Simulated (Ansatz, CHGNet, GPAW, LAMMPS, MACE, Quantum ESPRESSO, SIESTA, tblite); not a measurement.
# Quantum ESPRESSO on glassy 65P2O5-35BaO (mol %) (89 atoms): settings compared

How far do other settings of Quantum ESPRESSO move the forces in glassy 65P2O5-35BaO (mol %) (89 atoms)? One run of the same program serves as the yardstick.

Method: the method is named at each step, in Quantum ESPRESSO 7.5.

### Step 1. Starting point

The cell holds 89 atoms: 22 P, 6 Ba and 61 O. Its edges and angles: a = 11.076 Å, b = 11.076 Å, c = 11.076 Å, α = 90.0°, β = 90.0°, γ = 90.0°. 89 atoms (22 P, 6 Ba, 61 O) placed at random at 3.09 g/cm³, melted at 4000 K for 10 ps at fixed volume with the Morse and Coulomb pair potential with partial charges (Pedone, Malavasi, Menziani, Cormack and Segre, J. Phys. Chem. B 110, 11780 (2006)). Quenched from 4000 K to 300 K at 10 K/ps and fixed volume, held 10 ps at zero pressure.

The yardstick, on the same geometry:

| Item | Value |
| --- | --- |
| method | Kohn-Sham DFT, PBE, SSSP efficiency 1.3.0 pseudopotentials, plane waves (Quantum ESPRESSO 7.5); sssp-pbe-1.3.0-efficiency, cutoffs 60/480 Ry, Γ point |
| r.m.s. force component | 1.49 eV/Å |
| longest force | 7.722 eV/Å |
| pressure | 2.577 GPa |
| gap (highest filled to lowest empty level) | 0.53 eV |
| time | 7.1 min on 4 MPI ranks of Arm Neoverse V1, shared host |
| CPU time | 28 min |

### Step 2. PBE, sssp-1.3.0-efficiency, 25/200 Ry

Method: Kohn-Sham DFT, PBE, SSSP efficiency 1.3.0 pseudopotentials, plane waves.

pw.in reads:

```
&control
  calculation = 'scf'
  pseudo_dir = './pseudo'
  outdir = './tmp'
  disk_io = 'none'
  tprnfor = .true.
  tstress = .true.
/
&system
  ibrav = 0
  nat = 89
  ntyp = 3
  ecutwfc = 25
  ecutrho = 200
  nosym = .true.
  occupations = 'smearing'
  smearing = 'fd'
  degauss = 0.003675
/
&electrons
  conv_thr = 4.5e-07
  electron_maxstep = 100
  mixing_beta = 0.4
  mixing_mode = 'plain'
  diagonalization = 'david'
/
ATOMIC_SPECIES
P 30.974 P.upf
Ba 137.327 Ba.upf
O 15.999 O.upf
CELL_PARAMETERS angstrom
11.07620 0.00000 0.00000
0.00000 11.07620 0.00000
0.00000 0.00000 11.07620
ATOMIC_POSITIONS crystal
P 0.90823 0.83850 0.04247
P 0.54376 0.55853 0.88818
P 0.24787 0.75291 0.04942
P 0.49152 0.84288 0.38944
P 0.41928 0.03177 0.72290
P 0.65828 0.96425 0.07354
P 0.29482 0.43839 0.94112
P 0.06045 0.86700 0.63872
P 0.24991 0.17107 0.89901
P 0.17954 0.65884 0.79805
P 0.46903 0.29711 0.19523
P 0.60488 0.09426 0.33320
P 0.85400 0.17633 0.43693
P 0.02914 0.13405 0.72125
P 0.21871 0.80614 0.41057
P 0.22608 0.01865 0.13241
P 0.91848 0.60226 0.89427
P 0.51292 0.73014 0.11569
P 0.00232 0.15402 0.20428
P 0.63838 0.52056 0.24945
P 0.54710 0.22516 0.59688
P 0.88318 0.80237 0.31660
Ba 0.68578 0.80057 0.68622
Ba 0.79229 0.51252 0.56206
Ba 0.07477 0.51084 0.21977
Ba 0.41434 0.54123 0.53235
Ba 0.24522 0.18425 0.44086
Ba 0.76136 0.26825 0.94101
O 0.14159 0.85139 0.51493
O 0.96072 0.15918 0.33879
O 0.65077 0.01455 0.20390
O 0.65573 0.29882 0.62916
O 0.21307 0.52223 0.86774
O 0.24234 0.72582 0.91166
O 0.42753 0.29837 0.60937
O 0.87652 0.10714 0.55042
O 0.83136 0.31272 0.43120
O 0.13882 0.79458 0.72782
O 0.35414 0.10985 0.82295
O 0.77992 0.89862 0.04479
O 0.77028 0.51278 0.22309
O 0.06307 0.00143 0.67686
O 0.25984 0.30961 0.90621
O 0.62741 0.05957 0.98666
O 0.82455 0.59453 0.79534
O 0.37246 0.71919 0.09715
O 0.17571 0.86517 0.29684
O 0.73508 0.12570 0.37028
O 0.89761 0.12966 0.12286
O 0.53733 0.66742 0.98095
O 0.25164 0.62145 0.68949
O 0.13311 0.14678 0.82244
O 0.49442 0.79498 0.26227
O 0.88694 0.71856 0.96862
O 0.43700 0.28045 0.06812
O 0.93597 0.81642 0.64933
[... 29 atom lines left out ...]
O 0.06454 0.22317 0.62566
O 0.91514 0.13889 0.79297
O 0.27458 0.47542 0.06949
O 0.93698 0.48829 0.96582
K_POINTS gamma
```

Launch:

```
OMP_NUM_THREADS=1 mpirun -np 2 pw.x -in pw.in > output.txt
```

The log of the run:

```text
Program PWSCF
     gamma-point specific algorithms are used
     Parallelization info
     sticks:   dense  smooth     PW     G-vecs:    dense   smooth      PW
     Min        3487    1751    438               219133    77569    9690
     Max        3490    1754    439               219138    77570    9691
     Sum        6977    3505    877               438271   155139   19381
     bravais-lattice index     =            0
     lattice parameter (alat)  =      20.9310  a.u.
     unit-cell volume          =    9169.9922 (a.u.)^3
     number of atoms/cell      =           89
     number of atomic types    =            3
     number of electrons       =       536.00
     number of Kohn-Sham states=          322
     kinetic-energy cutoff     =      25.0000  Ry
     charge density cutoff     =     200.0000  Ry
     scf convergence threshold =      4.5E-07
     mixing beta               =       0.4000
     number of iterations used =            8  plain     mixing
     Exchange-correlation= SLA  PW   PBX  PBC
                           (   1   4   3   4   0   0   0)
     crystal axes: (cart. coord. in units of alat)
               a(1) = (   1.000000   0.000000   0.000000 )
               a(2) = (   0.000000   1.000000   0.000000 )
               a(3) = (   0.000000   0.000000   1.000000 )
     reciprocal axes: (cart. coord. in units 2 pi/alat)
               b(1) = (  1.000000  0.000000  0.000000 )
               b(2) = (  0.000000  1.000000  0.000000 )
               b(3) = (  0.000000  0.000000  1.000000 )
     PseudoPot. # 1 for P :
     Pseudo is Ultrasoft + core correction, Zval =  5.0
     PseudoPot. # 2 for Ba:
     Pseudo is Projector augmented-wave + core cor, Zval = 10.0
     PseudoPot. # 3 for O :
     Pseudo is Projector augmented-wave + core cor, Zval =  6.0
     atomic species   valence    mass     pseudopotential
     P                 5.00    30.97400     P ( 1.00)
     Ba               10.00   137.32700     Ba( 1.00)
     O                 6.00    15.99900     O ( 1.00)
     No symmetry found
   Cartesian axes
     number of k points=     1  Fermi-Dirac smearing, width (Ry)=  0.0037
                       cart. coord. in units 2pi/alat
        k(    1) = (   0.0000000   0.0000000   0.0000000), wk =   2.0000000
     Dense  grid:   219136 G-vectors     FFT dimensions: (  96,  96,  96)
     Smooth grid:    77570 G-vectors     FFT dimensions: (  72,  72,  72)
     Check: negative core charge=   -0.000019
     Initial potential from superposition of free atoms
     starting charge     535.8944, renormalised to     536.0000
     Starting wfcs are  362 randomized atomic wfcs
     Self-consistent Calculation
     iteration #  1     ecut=    25.00 Ry     beta= 0.40
     negative rho (up, down):  1.366E-01 0.000E+00
     total energy              =   -5456.19705209 Ry
     estimated scf accuracy    <      17.15012265 Ry
     iteration #  2     ecut=    25.00 Ry     beta= 0.40
     negative rho (up, down):  3.902E-01 0.000E+00
     total energy              =   -5459.10983439 Ry
     estimated scf accuracy    <       1.51856098 Ry
     iteration #  3     ecut=    25.00 Ry     beta= 0.40
     negative rho (up, down):  3.719E-01 0.000E+00
     total energy              =   -5459.13795800 Ry
     estimated scf accuracy    <       0.33492169 Ry
     iteration #  4     ecut=    25.00 Ry     beta= 0.40
     negative rho (up, down):  1.907E-01 0.000E+00
     total energy              =   -5459.15789989 Ry
     estimated scf accuracy    <       0.19412591 Ry
     iteration #  5     ecut=    25.00 Ry     beta= 0.40
     negative rho (up, down):  6.062E-03 0.000E+00
     total energy              =   -5459.15376335 Ry
     estimated scf accuracy    <       0.10606743 Ry
     iteration #  6     ecut=    25.00 Ry     beta= 0.40
     negative rho (up, down):  3.375E-06 0.000E+00
     total energy              =   -5459.15587540 Ry
     estimated scf accuracy    <       0.03037088 Ry
[...]
negative rho (up, down):  6.518E-06 0.000E+00
[...]
total energy              =   -5459.16194579 Ry
[...]
iteration # 13     ecut=    25.00 Ry     beta= 0.40
     total energy              =   -5459.16196857 Ry
     estimated scf accuracy    <       0.00000119 Ry
     iteration # 14     ecut=    25.00 Ry     beta= 0.40
     total energy              =   -5459.16197610 Ry
     estimated scf accuracy    <       0.00000053 Ry
     iteration # 15     ecut=    25.00 Ry     beta= 0.40
     End of self-consistent calculation
          k = 0.0000 0.0000 0.0000 (  9691 PWs)   bands (ev):
   -23.4015 -23.1120 -22.7417 -22.4696 -22.3864 -21.8806 -21.1373 -20.7377
   -20.2387 -19.8955 -19.6075 -19.4701 -19.3741 -19.1641 -19.0166 -19.0058
   -18.8388 -18.7341 -18.6687 -18.5557 -18.4267 -18.3712 -18.1660 -18.1229
   -17.9894 -17.5383 -17.4997 -17.3492 -17.2825 -17.1037 -17.0218 -16.8123
   -16.6922 -16.5818 -16.4447 -16.3469 -16.1569 -15.9518 -15.8495 -15.7678
   -15.7046 -15.6440 -15.5796 -15.4813 -15.4418 -15.1691 -15.1394 -15.0496
[...]
9.8137   9.8532   9.8961   9.9522  10.0076  10.0479  10.1414  10.1845
    10.2122  10.2834  10.3895  10.4028  10.4475  10.4827  10.5628  10.6471
    10.7148  10.7806  10.7983  10.8137  10.8759  10.9672  10.9913  11.0414
    11.1344  11.2215
     the Fermi energy is     6.4848 ev
!    total energy              =   -5459.16198082 Ry
     estimated scf accuracy    <       0.00000010 Ry
     smearing contrib. (-TS)   =      -0.00118178 Ry
     internal energy E=F+TS    =   -5459.16079904 Ry
     The total energy is F=E-TS. E is the sum of the following terms:
     one-electron contribution =   -1725.06496244 Ry
     hartree contribution      =    1140.07145225 Ry
     xc contribution           =    -679.48044935 Ry
     ewald contribution        =   -1364.21670953 Ry
     one-center paw contrib.   =   -2830.47012997 Ry
     convergence has been achieved in  15 iterations
     Forces acting on atoms (cartesian axes, Ry/au):
     atom    1 type  1   force =     0.05425058    0.01935789    0.07128591
     atom    2 type  1   force =     0.02974244   -0.02242164    0.02259133
     atom    3 type  1   force =    -0.13798811    0.01673223   -0.03014905
     atom    4 type  1   force =    -0.02894820   -0.01567508   -0.05211106
     atom    5 type  1   force =    -0.06496010   -0.13250457   -0.10771371
     atom    6 type  1   force =     0.01780607    0.03401015    0.10302312
[...]
atom   87 type  3   force =    -0.00911501    0.00652956    0.01284484
     atom   88 type  3   force =    -0.00956708   -0.04911953    0.02099249
     atom   89 type  3   force =    -0.00702119    0.01117320    0.01851871
     Total force =     0.928000     Total SCF correction =     0.000221
     Computing stress (Cartesian axis) and pressure
          total   stress  (Ry/bohr**3)                   (kbar)     P=     -758.77
  -0.00508036   0.00000285   0.00006101         -747.35        0.42        8.97
   0.00000285  -0.00516518  -0.00009037            0.42     -759.82      -13.29
   0.00006101  -0.00009037  -0.00522853            8.97      -13.29     -769.14
     Message from routine punch:
     Nothing written, as per user request (disk_io='none')
```

Wall time 2.7 min (2 MPI ranks of Arm Neoverse V1, shared host); peak memory 1.2 GiB.

Banners, paths, timers and routine set-up lines are dropped from the logs unmarked, and long logs keep their key lines alone; longer cuts are marked.

Numbers from this run, and their distance from the reference:

* r.m.s. force component: 1.46 eV/Å
* r.m.s. difference of force components: 111.3 meV/Å
* longest difference of force vectors: 476.6 meV/Å
* force difference over r.m.s. force: 7.467 %
* slope of forces against the reference's: 0.9772
* correlation of force components: 0.9974
* pressure: -75.88 GPa
* pressure difference: -78.45 GPa
* energy less the same-level run's: 1988 meV/atom
* r.m.s. force difference from the same-level run: 111.3 meV/Å

This is a coarse setting, run to see what it loses.

Length of the force difference by element (eV/Å):

| element | atoms | mean | most |
| --- | --- | --- | --- |
| Ba | 6 | 0.022 | 0.046 |
| O | 61 | 0.17 | 0.48 |
| P | 22 | 0.20 | 0.30 |

The surroundings of P7, which bears the longest force, nearest first, numbered as they follow in the input and with coordinates relative to it.

| atom | x | y | z | distance (Å) | bonds | Fx | Fy | Fz (eV/Å) |
| --- | --- | --- | --- | --- | --- | --- | --- | --- |
| P7 | 0.00 | 0.00 | 0.00 | 0.00 | 4 | 0.50 | 6.91 | 3.23 |
| O88 | -0.22 | 0.41 | 1.42 | 1.50 | 2 | -0.25 | -1.26 | 0.54 |
| O43 | -0.39 | -1.43 | -0.39 | 1.53 | 2 | -0.23 | -2.68 | -1.19 |
| O33 | -0.91 | 0.93 | -0.81 | 1.53 | 2 | -0.77 | -2.25 | -0.51 |
| O73 | 1.44 | 0.54 | -0.35 | 1.58 | 2 | -1.80 | -2.03 | -0.39 |
| O55 | 1.57 | -1.75 | 1.41 | 2.74 | 1 | 0.62 | -1.15 | -1.75 |
| P9 | -0.50 | -2.96 | -0.47 | 3.04 | 4 | -0.96 | -2.58 | -3.59 |
| P2 | 2.76 | 1.33 | -0.59 | 3.12 | 4 | 0.76 | -0.58 | 0.58 |
| P10 | -1.28 | 2.44 | -1.58 | 3.18 | 5 | -0.21 | -0.06 | -0.75 |
| O34 | -0.58 | 3.18 | -0.33 | 3.25 | 2 | 1.70 | 1.92 | -0.68 |

Forces lie 7.5 % from the reference's, at 0.19 times its CPU time (on 2 against 4 cores).

Within one program, basis, potentials and functional, energies share a zero. Each run against its twin at the usual cutoff or grid and solver:

| run | twin | Δ energy (meV/atom) | Δ force, r.m.s. (meV/Å) | CPU time over the twin's |
| --- | --- | --- | --- | --- |
| QE PBE, sssp-1.3.0-efficiency, 25/200 Ry | sssp-1.3.0-efficiency, 60/480 Ry | 1988 | 111 | 0.19 (this twin ran on 4 cores) |

### Step 3. Outcome

| Quantity | Value |
| --- | --- |
| force difference from the reference | QE PBE, sssp-1.3.0-efficiency, 25/200 Ry (coarse), 7.5 % |
| its CPU time | 5.3 min |

In words: Runs with settings chosen to be coarse differ by 7.5 % (QE PBE, sssp-1.3.0-efficiency, 25/200 Ry). One electronic-structure run takes under half the reference's CPU time: QE PBE, sssp-1.3.0-efficiency, 25/200 Ry, at 7.5 % in 5.3 min against 28 min; its pressure misses by -78.5 GPa. In pressure, QE PBE, sssp-1.3.0-efficiency, 25/200 Ry misses by -78.5 GPa, at the same functional; a cutoff this low leaves a large Pulay stress. The reference's pressure holds the uncorrected Pulay stress of its 60 Ry basis, so small pressure differences, and their order, may be the reference's own error. The quench rate of 10 K/ps is many orders above laboratory rates, so the cell is likely richer in defects and strain than a real sample. The network of bonds at the start is that of the classical potential that made the cell, and needn't be the one that DFT or experiment would give. The electronic-structure runs sample only Γ, in a cell whose shortest periodic width is 11 Å. Spin–orbit coupling is left out, which matters for the levels of the heavy elements.

[Also dropped from logs without a mark: logging warnings of Python, and SIESTA's first energy breakdown and zero terms.]

[Logs are printed without paths, hosts, clocks, repeated set-up lines and the standing remarks that a program may print on its own settings, such as how far it seeks lower states.]

[Hosts, paths, dates, database ids (printed as entryN), source tags and the programs' standing remarks are cut or masked in the printed files.]
